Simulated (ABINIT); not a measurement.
## InBiS3 (Pm-3m): zone-centre phonons

Aim: the zone-centre modes of InBiS3 (Pm-3m).

Main program and level: ABINIT 10.8.3; DFT LDA, scalar-relativistic, plane waves, HGH norm-conserving pseudopotentials.

Most raw output is cut from this account.

The structure was built from a prototype and need not be the compound's stable phase.

## Step 1: Starting point

Symmetry: Pm-3m, No. 221, cubic system. The conventional cell has a = 5.174 Å, b = 5.174 Å, c = 5.174 Å, α = 90.00°, β = 90.00°, γ = 90.00°. Bi has 12 S at 3.66 Å nearest. Nearest to In lie 6 S at 2.59 Å. S has 2 In at 2.59 Å nearest. Farther neighbours and most contacts between anions are not listed.

## Step 2: A probe with smearing

A first run with smearing and empty bands tells whether the crystal has a gap, which decides between fixed occupations and smearing later on.

File probe.abi:

```
# ground state
tolvrs 1.0d-08
prtden 1
prtwf 1

# basis, mesh and filling
ecut 24.0
ixc 7
ngkpt 4 4 4
nshiftk 1
shiftk 0.0 0.0 0.0
istwfk *1
occopt 7
tsmear 0.005
nband 20
nstep 100
diemac 9.0
prtebands 0
prtgsr 0

# cell and atoms
acell 9.778198859 9.778198859 9.778198859
rprim 
    1.0 0.0 0.0
    0.0 1.0 0.0
    0.0 0.0 1.0
ntypat 3
znucl 83 49 16
natom 5
typat 1 2 3 3 3
xred 
    0.0 0.0 0.0
    0.5 0.5 0.5
    0.5 0.5 0.0
    0.5 0.0 0.5
    0.0 0.5 0.5
pp_dirpath "./pseudo"
pseudos "Bi.hgh, In.hgh, S.hgh"
```

On the command line:

```console
OMP_NUM_THREADS=1 mpirun -n 4 abinit probe.abi > probe.log
```

Run time: 13 s. Hardware: 4 MPI ranks of Arm Neoverse V1, shared host; 53 s of CPU time.

Numbers from this step:

- volume per atom: 27.71 Å³
- pressure: -10.41 GPa
- gap on the k-mesh: 0 eV

No gap opens on this mesh, so smearing is kept; the printed pressure holds the stress of the finite basis too.

## Step 3: Rough relaxation

The typed start is rough, so a first relaxation with smearing and loose thresholds takes it towards rest cheaply.

File prerelax.abi:

```
# relaxation
ionmov 2
optcell 2
dilatmx 1.15
chkdilatmx 0
ntime 40
tolmxf 3.0d-04
tolvrs 1.0d-10
prtwf 0
prtden 0
chksymtnons 0

# basis, mesh and filling
ecut 25.0
ecutsm 3.0
ixc 7
ngkpt 4 4 4
nshiftk 1
shiftk 0.0 0.0 0.0
istwfk *1
occopt 7
tsmear 0.005
nband 20
nstep 100
diemac 1000000.0
prtebands 0
prtgsr 0

# cell and atoms
acell 9.778198859 9.778198859 9.778198859
rprim 
    1.0 0.0 0.0
    0.0 1.0 0.0
    0.0 0.0 1.0
ntypat 3
znucl 83 49 16
natom 5
typat 1 2 3 3 3
xred 
    0.0 0.0 0.0
    0.5 0.5 0.5
    0.5 0.5 0.0
    0.5 0.0 0.5
    0.0 0.5 0.5
pp_dirpath "./pseudo"
pseudos "Bi.hgh, In.hgh, S.hgh"
```

On the command line:

```console
OMP_NUM_THREADS=1 mpirun -n 4 abinit prerelax.abi > prerelax.log
```

Wall time 1.8 min (4 MPI ranks).

Step by step:

| step | energy less that of the first step (eV) | largest force (eV/Å) | volume (Å³) |
| --- | --- | --- | --- |
| 1 | 0.0000 | 0.0000 | 138.54 |
| 2 | -0.2519 | 0.0000 | 134.35 |
| 3 | -0.8422 | 0.0000 | 101.95 |
| 4 | -1.0312 | 0.0000 | 113.79 |
| 5 | -1.0444 | 0.0000 | 111.47 |
| 6 | -1.0446 | 0.0000 | 111.17 |

| conventional cell, symmetrised | before | after | change |
| --- | --- | --- | --- |
| a (Å) | 5.174 | 4.808 | -7.1 % |
| b (Å) | 5.174 | 4.808 | -7.1 % |
| c (Å) | 5.174 | 4.808 | -7.1 % |
| volume (Å³/atom) | 27.71 | 22.23 | -19.8 % |

Final coordinates:

```cif
data_structure
_symmetry_space_group_name_H-M 'P 1'
_symmetry_Int_Tables_number 1
_cell_length_a 4.8084
_cell_length_b 4.8084
_cell_length_c 4.8084
_cell_angle_alpha 90.000
_cell_angle_beta 90.000
_cell_angle_gamma 90.000
_cell_volume 111.17
loop_
_atom_site_label
_atom_site_type_symbol
_atom_site_fract_x
_atom_site_fract_y
_atom_site_fract_z
_atom_site_occupancy
Bi1 Bi 0.00000 0.00000 0.00000 1
In2 In 0.50000 0.50000 0.50000 1
S3 S 0.50000 0.50000 0.00000 1
S4 S 0.50000 0.00000 0.50000 1
S5 S 0.00000 0.50000 0.50000 1
```

Numbers from this step:

```yaml
volume_per_atom: 22.23 Å³
pressure: 0.002642 GPa
```

The volume changes by -19.8 % in this run and stands -19.8 % from the first cell.

## Step 4: Rough relaxation

The cell changed much, so the rough relaxation is repeated on a basis made for the new cell.

prerelax.abi, as its differences from that of step 3:

```diff
@@ -29,3 +29,3 @@
 # cell and atoms
-acell 9.778198859 9.778198859 9.778198859
+acell 9.086555288 9.086555288 9.086555288
 rprim
```

Wall time 15 s (4 MPI ranks).

Little changed from the start: no atom moved by 0.005 Å and no cell edge by 0.1 %.

Numbers from this step:

```yaml
pressure: 0.002643 GPa
```

The volume changes by +0.0 % in this run and stands -19.8 % from the first cell.

## Step 5: Relaxing the cell and atoms

The harmonic expansion needs vanishing forces, and a free crystal bears no stress, so cell and atoms are brought to rest. Stress is more sensitive to the basis than forces are: the last 3 Ha under the cutoff are smoothed with ecutsm, and the cutoff is raised above that of the later runs.

relax.abi, as its differences from prerelax.abi of step 4:

```diff
@@ -3,7 +3,6 @@
 optcell 2
-dilatmx 1.15
-chkdilatmx 0
+dilatmx 1.08
 ntime 40
-tolmxf 3.0d-04
-tolvrs 1.0d-10
+tolmxf 1.0d-05
+tolvrs 1.0d-14
 prtwf 0
@@ -13,6 +12,6 @@
 # basis, mesh and filling
-ecut 25.0
+ecut 31.0
 ecutsm 3.0
 ixc 7
-ngkpt 4 4 4
+ngkpt 6 6 6
 nshiftk 1
@@ -21,3 +20,3 @@
 occopt 7
-tsmear 0.005
+tsmear 0.01
 nband 20
```

On the command line:

```console
OMP_NUM_THREADS=1 mpirun -n 4 abinit relax.abi > relax.log
```

Run time: 80 s. Hardware: 4 MPI ranks.

Little changed from the start: no atom moved by 0.005 Å and no cell edge by 0.1 %.

Read from the output:

```
volume per atom : 22.30 Å³
pressure        : 6.63e-4 GPa
```

The volume changes by +0.3 % in this run and stands -19.5 % from the first cell.

## Step 6: Self-consistent run for the response

First-order wavefunctions inherit every error of the ground state, hence the very tight tolvrs. Smearing stays on, as the first look found no gap above 0.3 eV.

File gs.abi:

```
# ground state
tolvrs 1.0d-16
prtden 1
prtwf 1

# basis, mesh and filling
ecut 24.0
ixc 7
ngkpt 6 6 6
nshiftk 1
shiftk 0.0 0.0 0.0
istwfk *1
occopt 7
tsmear 0.01
nband 20
nstep 100
diemac 1000000.0
prtebands 0
prtgsr 0

# cell and atoms
acell 9.095244495 9.095244495 9.095244495
rprim 
    1.0 0.0 0.0
    0.0 1.0 0.0
    0.0 0.0 1.0
ntypat 3
znucl 83 49 16
natom 5
typat 1 2 3 3 3
xred 
    0.0 0.0 0.0
    0.5 0.5 0.5
    0.5 0.5 0.0
    0.5 0.0 0.5
    0.0 0.5 0.5
pp_dirpath "./pseudo"
pseudos "Bi.hgh, In.hgh, S.hgh"
```

On the command line:

```console
OMP_NUM_THREADS=1 mpirun -n 4 abinit gs.abi > gs.log
```

It took 23 s on 4 MPI ranks.

Read from the output:

```
pressure : -0.5063 GPa
```

The cell stands at -0.51 GPa: the relaxation ran with a smoothed and higher cutoff, and the difference is a stress of the finite basis.

## Step 7: Zone-centre response

At q = 0 one unit cell holds all displacements. The response is solved for single atoms along the cell's directions, and symmetry skips those that follow from others. The crystal is treated as a metal, which screens a static field, so no field response is asked.

File dfpt_gamma.abi:

```

# common to the responses
getwfk_filepath "gso_WFK"
kptopt 2
nqpt 1
qpt 0.0 0.0 0.0
asr 0
chneut 0

# displacements
rfphon 1
rfatpol 1 5
rfdir 1 1 1
tolvrs 1.0d-10
prtwf 0

# basis, mesh and filling
ecut 24.0
ixc 7
ngkpt 6 6 6
nshiftk 1
shiftk 0.0 0.0 0.0
istwfk *1
occopt 7
tsmear 0.01
nband 20
nstep 100
diemac 1000000.0
prtebands 0
prtgsr 0

# cell and atoms
acell 9.095244495 9.095244495 9.095244495
rprim 
    1.0 0.0 0.0
    0.0 1.0 0.0
    0.0 0.0 1.0
ntypat 3
znucl 83 49 16
natom 5
typat 1 2 3 3 3
xred 
    0.0 0.0 0.0
    0.5 0.5 0.5
    0.5 0.5 0.0
    0.5 0.0 0.5
    0.0 0.5 0.5
pp_dirpath "./pseudo"
pseudos "Bi.hgh, In.hgh, S.hgh"
```

On the command line:

```console
OMP_NUM_THREADS=1 mpirun -n 4 abinit dfpt_gamma.abi > dfpt_gamma.log
```

Run time: 3.3 min. Hardware: 4 MPI ranks.

This step gave:

```
largest acoustic frequency at the zone centre before the sum rule : 1.72 cm⁻¹
highest optical zone-centre mode (no LO-TO term)                  : 386.0 cm⁻¹
lowest optical zone-centre mode                                   : -176.9 cm⁻¹
```

The acoustic modes at Γ come out as far as 1.7 cm⁻¹ from zero, where they should vanish, a small numerical error. The lowest optical mode is imaginary, 177i cm⁻¹, an instability at this level and on this k mesh.

## Step 8: Modes with the sum rule

anaddb reads the merged derivatives and imposes the acoustic sum rule.

File anaddb.abi:

```
ddb_filepath "gamma_DDB"
output_file "anaddb.abo"
outdata_prefix "anaddb"
asr 1
chneut 1
enunit 2
eivec 1
nph1l 1
qph1l 0.0 0.0 0.0 1.0
```

File mrgddb.in:

```
gamma_DDB
merged
2
dfpt_gammao_DDB
gso_DDB
```

On the command line:

```console
mrgddb < mrgddb.in > mrgddb.log
OMP_NUM_THREADS=1 anaddb anaddb.abi > anaddb.log
```

The job ended after 0.51 s (1 thread).

No LO-TO term; unit eigenvectors of the mass-weighted matrix, from anaddb's displacements. The modes at Γ (shares of kinetic energy by element, %) (negative means imaginary):

| mode | frequency (cm⁻¹) | Bi % | In % | S % |
| --- | --- | --- | --- | --- |
| 1 | -176.9 | 0 | 0 | 100 |
| 2 | -176.9 | 0 | 0 | 100 |
| 3 | -176.9 | 0 | 0 | 100 |
| 4 | -175.9 | 20 | 1 | 79 |
| 5 | -175.9 | 20 | 1 | 79 |
| 6 | -175.9 | 20 | 1 | 79 |
| 7 | 0.0 | 50 | 27 | 23 |
| 8 | 0.0 | 50 | 27 | 23 |
| 9 | 0.0 | 50 | 27 | 23 |
| 10 | 22.9 | 30 | 59 | 11 |
| 11 | 22.9 | 30 | 59 | 11 |
| 12 | 22.9 | 30 | 59 | 11 |
| 13 | 386.0 | 0 | 13 | 87 |
| 14 | 386.0 | 0 | 13 | 87 |
| 15 | 386.0 | 0 | 13 | 87 |

Displacements in mode 1 (-176.9 cm⁻¹), the largest set to 1:
```
Bi1  0.00  0.00  0.00
In2  0.00  0.00  0.00
S3   0.00  0.00  0.00
S4   0.00  0.00 -1.00
S5   0.00  0.00  1.00
```

Displacements in mode 13 (386.0 cm⁻¹), the largest set to 1:
```
Bi1  0.00  0.00  0.01
In2  0.00  0.00  0.20
S3   0.00  0.00 -1.00
S4   0.00  0.00  0.11
S5   0.00  0.00  0.11
```

The rule moves no optical mode by more than 0.1 cm⁻¹.

## Step 9: Sum rules set otherwise (asr 0)

Without the rule the raw error of the acoustic modes shows.

anaddb.abi, as its differences from that of step 8:

```diff
@@ -3,4 +3,4 @@
 outdata_prefix "anaddb"
-asr 1
-chneut 1
+asr 0
+chneut 0
 enunit 2
```

mrgddb.in is that of step 8.

Run time: 0.51 s. Hardware: 1 thread.

Zone-centre frequencies as printed; negative means imaginary. Modes:

| mode | frequency (cm⁻¹) |
| --- | --- |
| 1 | -176.9 |
| 2 | -176.9 |
| 3 | -176.9 |
| 4 | -175.9 |
| 5 | -175.9 |
| 6 | -175.9 |
| 7 | 1.72 |
| 8 | 1.72 |
| 9 | 1.72 |
| 10 | 22.89 |
| 11 | 22.89 |
| 12 | 22.89 |
| 13 | 386 |
| 14 | 386 |
| 15 | 386 |

## Step 10: Summary of results

```
space group after relaxation                                           : Pm-3m
volume per atom                                                        : 22.3 Å³
highest optical zone-centre mode (no LO-TO term)                       : 386.0 cm⁻¹
lowest optical zone-centre mode                                        : -176.9 cm⁻¹
imaginary optical modes at the zone centre (no q mesh in this session) : yes
```

What this shows: At the LDA level the optical modes of InBiS3 (Pm-3m) at the zone centre run from 177i to 386 cm⁻¹, so the structure is a saddle point, with 6 modes beyond 10i cm⁻¹ there. The base run prints -0.51 GPa, mostly the error of a finite basis; the relaxation, with a smoothed and higher cutoff, had brought the cell to rest. These are harmonic frequencies at zero temperature: anharmonic shifts and linewidths and thermal expansion are left out. Spin-orbit coupling is left out, which can matter for the heavy elements here. The HGH files keep few electrons and have no core correction, which is cheap but rough for Bi and In. In a metal the frequencies hang on the k mesh and the smearing, most of all near Kohn anomalies. The structure is a hypothetical one, built on a prototype.

[Host names and launcher messages were left out of these logs when they were recorded.]

[Logs are printed without paths, hosts, clocks, repeated set-up lines and the standing remarks that a program may print on its own settings, such as how far it seeks lower states.]

[Hosts, paths, dates, database ids (printed as entryN), source tags and the programs' standing remarks are cut or masked in the printed files.]
